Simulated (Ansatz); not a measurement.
# Series on liquid 70B2O3-30CaO (mol %), by temperature

How do cells made at different temperatures differ in pressure, forces, charges and cost?

Computed with Ansatz 0.2.0: Kohn-Sham DFT, r2SCAN, PAW (set soft_2). Every run is a single point, with the atoms held where the recipe put them (cutoff of the plane-wave runs 500 eV).

First member: 299 atoms (102 B, 22 Ca, 175 O) placed at random at 2.2 g/cm³, melted at 3000 K for 20 ps at fixed volume with the Buckingham and Coulomb pair potential of Guillot and Sator (Geochim. Cosmochim. Acta 71, 1249 (2007)) with the boron terms of Wang et al. (J. Non-Cryst. Solids 498, 294 (2018)). Snapshot at the end of a hold of 10 ps at 1700 K and zero pressure.

Last member: 299 atoms (102 B, 22 Ca, 175 O) placed at random at 2.2 g/cm³, melted at 3000 K for 20 ps at fixed volume with the Buckingham and Coulomb pair potential of Guillot and Sator (Geochim. Cosmochim. Acta 71, 1249 (2007)) with the boron terms of Wang et al. (J. Non-Cryst. Solids 498, 294 (2018)). Snapshot at the end of a hold of 10 ps at 2400 K and zero pressure.

The members:

```tsv
temperature (K)	reduced formula	atoms	valence electrons	k-mesh	basis	occupations	density (g/cm³)
1700	Ca22B102O175	299	1576	1×1×1	plane waves	fermi-dirac smearing of 0.146 eV	2.35
1860	Ca22B102O175	299	1576	1×1×1	plane waves	fermi-dirac smearing of 0.16 eV	2.26
2000	Ca22B102O175	299	1576	1×1×1	plane waves	fermi-dirac smearing of 0.172 eV	2.20
2200	Ca22B102O175	299	1576	1×1×1	plane waves	fermi-dirac smearing of 0.19 eV	2.07
2400	Ca22B102O175	299	1576	1×1×1	plane waves	fermi-dirac smearing of 0.207 eV	2.06
```

Each cell is one sample from a classical run, so sample-to-sample scatter enters every column; pressures lack the kinetic term.

The input of the first member, without its atom lines; other members have their own cell and atoms, and may differ in mesh, basis and outputs:

```yaml
crystal:
  lattice:
    - [15.00055, 0.0, 0.0]
    - [0.0, 15.00055, 0.0]
    - [0.0, 0.0, 15.00055]
  atoms:
    [... 299 lines ...]
kpoints:
  mp_grid: { grid: [1, 1, 1] }
hamiltonian:
  xc: r2scan
scf:
  occupations: { method: fermi_dirac, width: 0.146 }
output:
  forces: true
  stress: true
  populations: true
  dos:
    method: { smearing: { sigma: 0.1 } }
    de: 0.1
    projected: { site_lists: { B: [B], Ca: [Ca], O: [O] } }
  eigenvalues: true
  write_density: true
  write_potential: true
  volumetric_format: npy
```

Q: What do these runs give, and what do they cost?

Results; charges are mean Löwdin charges in e:

```tsv
temperature (K)	pressure (GPa)	r.m.s. force (eV/Å)	q(B)	q(Ca)	q(O)
1700	-12.1	1.58	+0.65	+1.83	-0.52
1860	-11.8	1.73	+0.66	+1.82	-0.53
2000	-13.7	1.83	+0.67	+1.82	-0.53
2200	-11.7	1.91	+0.67	+1.82	-0.53
2400	-12.5	1.96	+0.67	+1.81	-0.53
```

The projection misses up to 0.054 e an atom, so the charges add up to more than the cell's charge.

Cost on 8 threads of Arm Neoverse V2, shared host:

```tsv
temperature (K)	atoms	basis	k-mesh	SCF cycles	time	host memory (GiB)
1700	299	plane waves	1×1×1	11	5.7 min	13
1860	299	plane waves	1×1×1	11	4.2 min	13
2000	299	plane waves	1×1×1	13	4.5 min	14
2200	299	plane waves	1×1×1	14	5.2 min	14
2400	299	plane waves	1×1×1	15	5.2 min	14
```

Times include the outputs that each run asked for, on hosts shared with other jobs.

What the series shows: The density spans 2.06 to 2.35 g/cm³, so the columns mix its effect with that of the temperature. The pressure lies between -14 and -12 GPa, with no steady trend. 3 of the 5 members have partly filled levels at the Fermi energy, where the frontier levels stand at most 1.1 eV apart and the tails of the smearing reach across; spin polarisation, left out here, could split them.

**Limits.** The starting topology of bonds comes from the classical model, and needn't be the one that DFT or experiment would give. The classical runs held zero pressure, yet DFT finds pressures over 8 GPa in size in some cells, from the potential's density and bond lengths or from this functional's own volume.

[Logs are printed without paths, hosts, clocks, repeated set-up lines and the standing remarks that a program may print on its own settings, such as how far it seeks lower states.]

[Hosts, paths, dates, database ids (printed as entryN), source tags and the programs' standing remarks are cut or masked in the printed files.]
